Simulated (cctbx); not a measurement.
**From intensities to atoms**

Cell a = 10.3220 Å, b = 10.3220 Å, c = 10.3220 Å, α = 90.00°, β = 90.00°, γ = 90.00°; space group Fm-3m (no. 225); content Bi4 Rb4 Cl24.

The data are simulated with cctbx, not measured: synchrotron X-rays, λ = 0.7749 Å, to d = 0.84 Å, 70 % of the full sphere, strongest reflection 40000 counts, noise from counting, a 4 % proportional error and a noise floor of 15 counts (s.d.); no absorption.

Charge flipping in P1 on normalised amplitudes to 0.84 Å, δ = 0.9 σ, 30 % of the reflections treated as weak, 600 cycles:

```text
cycle      R  skewness
    0  0.516     0.41
   50  0.361     3.67
  100  0.269     8.63
  150  0.275     8.38
  200  0.276     8.44
  250  0.272     8.34
  300  0.266     8.40
  350  0.265     8.58
  400  0.273     8.41
  450  0.266     8.54
  500  0.267     8.41
  550  0.262     8.42
origin shift          correlation  skewness
 0.151  0.297  0.006      0.894      6.75
 0.401  0.046  0.256      0.893      8.54
 0.318  0.169  0.248      0.870      0.57
 0.061  0.050  0.448      0.861      0.66
taken: symmetry correlation 0.893, skewness 8.54
peak      x       y       z  mult  height/sigma
Q1    0.0000  0.0000  0.5000    4     27.0
Q2    0.0000  0.0000  0.0000    4     16.1
Q3    0.0000  0.0000  0.2704   24      4.9
Q4    0.2500  0.2500  0.2500    8      1.9
Q5    0.0000  0.0000  0.1140   24      1.8
Q6    0.0000  0.1512  0.2439   96      1.4
Q7    0.0000  0.0839  0.3364   96      1.2
Q8    0.0947  0.0947  0.3349   96      1.1
```

The origin is taken among those within 0.04 of the best correlation, by the skewness of the map.

It took 3.4 s on 1 thread of Arm Neoverse N1 (shared host), peak memory 0.08 GiB.

**Question.** Which peaks are atoms, and which elements?

Heights go roughly as Z and multiplicities must add up to the content. First model: Q1 = Bi1 (4 in the cell, height 27.0), Q2 = Rb1 (4 in the cell, height 16.1) and Q3 = Cl1 (24 in the cell, height 4.9). Against the true structure, Q1 is Bi, Q2 is Rb and Q3 is Cl; the other peaks are not atoms.

Least squares on F², isotropic:

```text
Rint 0.034, 74 unique reflections to 0.85 A
cycle     R1     wR2    GooF  max shift (A)
   1  0.1074  0.2803  23.691   0.10032
   2  0.0062  0.0113   0.957   0.00000
final R1 0.0062 wR2 0.0113 GooF 0.957  parameters 4  data/parameter 18.5
atom        x        y        z      Ueq    occ   su(xyz)  su(Uiso or U11)
Bi1    0.00000  0.00000  0.50000   0.0146  1.000  0.00000  0.0001
Rb1    0.00000  0.00000  0.00000   0.0232  1.000  0.00000  0.0001
Cl1    0.00000  0.00000  0.28012   0.0247  1.000  0.00006  0.0002
difference map: max 0.19 min -0.18 rms 0.05
Q1    0.1778  0.1778  0.1778   32    0.19  2.80 A from Cl1
Q2    0.2500  0.2500  0.2500    8    0.18  3.66 A from Cl1
Q3    0.1480  0.2500  0.2500   48    0.15  3.01 A from Cl1
Q4    0.0645  0.1651  0.3349   96    0.14  1.91 A from Cl1
Q5    0.1882  0.1882  0.3118   32    0.12  2.77 A from Cl1
```

Anisotropic refinement:

```text
Rint 0.034, 74 unique reflections to 0.85 A
cycle     R1     wR2    GooF  max shift (A)
   1  0.0062  0.0113   0.965   0.00009
   2  0.0062  0.0112   0.953   0.00000
final R1 0.0062 wR2 0.0112 GooF 0.953  parameters 5  data/parameter 14.8
atom        x        y        z      Ueq    occ   su(xyz)  su(Uiso or U11)
Bi1    0.00000  0.00000  0.50000   0.0146  1.000  0.00000  0.0001
Rb1    0.00000  0.00000  0.00000   0.0232  1.000  0.00000  0.0001
Cl1    0.00000  0.00000  0.28011   0.0247  1.000  0.00006  0.0002
difference map: max 0.19 min -0.21 rms 0.05
Q1    0.1778  0.1778  0.1778   32    0.19  2.80 A from Cl1
Q2    0.2500  0.2500  0.2500    8    0.18  3.66 A from Cl1
Q3    0.1505  0.2500  0.2500   48    0.15  3.03 A from Cl1
Q4    0.0638  0.1653  0.3347   96    0.14  1.91 A from Cl1
Q5    0.1872  0.1872  0.3128   32    0.11  2.75 A from Cl1
Q6    0.0368  0.0368  0.3667   96    0.09  1.04 A from Cl1
```

**Reading.** The refinement ends at R1 = 0.0062, wR2 = 0.0112, GooF = 0.95, with difference density between -0.21 and 0.19 e/Å³. Every site matches the true model in element, within 0.001 Å r.m.s., up to an allowed shift of origin.

True model:

```csv
atom,mult.,x,y,z,Ueq (Å²)
Bi1,4,0,0,0,0.0145
Rb1,4,1/2,0,0,0.0233
Cl1,24,0.7802,0,0,0.0247
```

The model was made for the exercise: a known structure type with other elements put in, its volume estimated, not relaxed; displacement parameters are assumed.

[Middle refinement cycles are left out of these outputs.]

[Logs are printed without paths, hosts, clocks, repeated set-up lines and the standing remarks that a program may print on its own settings, such as how far it seeks lower states.]
